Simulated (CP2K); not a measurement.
Two runs for the C K edge of 2-nitrosothiophene. Run A: CP2K XAS_TDP, all-electron GAPW, PBEh(45%), aug-cc-pVDZ, TDA, no relativity. Run B differs in one setting.

First lines with a strength over 0.0015. A:

```
                     atom  energy (eV)  states  strength, one atom
C3 (bonded to C, N and S)       281.80       1              0.0120
                                283.62       1              0.0400
                                284.59       1              0.0409
                                286.31       1              0.0045
                                286.93       1              0.0037
 C4 (bonded to 2 C and H)       280.58       1              0.0418
                                284.16       1              0.0030
                                285.05       1              0.0157
                                285.10       1              0.0078
                                285.58       1              0.0031
 C5 (bonded to 2 C and H)       281.85       1              0.0233
                                282.18       1              0.0309
                                284.75       1              0.0116
                                285.29       1              0.0062
                                285.95       1              0.0041
C6 (bonded to C, S and H)       281.29       1              0.0484
                                284.56       1              0.0062
                                284.86       1              0.0288
                                285.52       1              0.0173
                                286.54       1              0.0051
```

B:

```
                     atom  energy (eV)  states  strength, one atom
C3 (bonded to C, N and S)       269.68       1              0.0126
                                270.39       1              0.0063
                                270.84       1              0.0031
                                271.33       2              0.0216
                                271.79       1              0.0034
 C4 (bonded to 2 C and H)       266.55       1              0.0099
                                270.54       1              0.0213
                                270.57       2              0.0019
                                271.36       1              0.0044
                                272.23       1              0.0015
 C5 (bonded to 2 C and H)       268.95       1              0.0176
                                269.54       1              0.0018
                                269.91       1              0.0015
                                270.52       1              0.0150
                                272.25       1              0.0017
C6 (bonded to C, S and H)       267.26       1              0.0095
                                269.65       1              0.0198
                                270.41       1              0.0032
                                270.62       1              0.0041
                                271.14       1              0.0024
```

**Question.** Which was it: the functional, scalar relativity switched on, the basis, GW2X switched on?

The functional (functional from PBEh(45%) to PBE; the lines alone don't name the new value). A functional moves all lines by electronvolts and changes their spacings and strengths. Against PBEh(45%) in aug-cc-pVDZ, the leading lines move by -14.03 eV (C4, to 266.55), -12.90 eV (C5, to 268.95) and -14.03 eV (C6, to 267.26); the strength of C4's goes from 0.0418 to 0.0099, so the two may not be the same state. For C3 the rule picks another line of the list in the two runs, so no shift is given. The next line of C4 over the strength cut lies 3.99 eV higher, against 3.58.

[Banner, clock and machine lines of the logs are left out without a mark of their own.]

[Logs are printed without paths, hosts, clocks, repeated set-up lines and the standing remarks that a program may print on its own settings, such as how far it seeks lower states.]

[Hosts, paths, dates, database ids (printed as entryN), source tags and the programs' standing remarks are cut or masked in the printed files.]
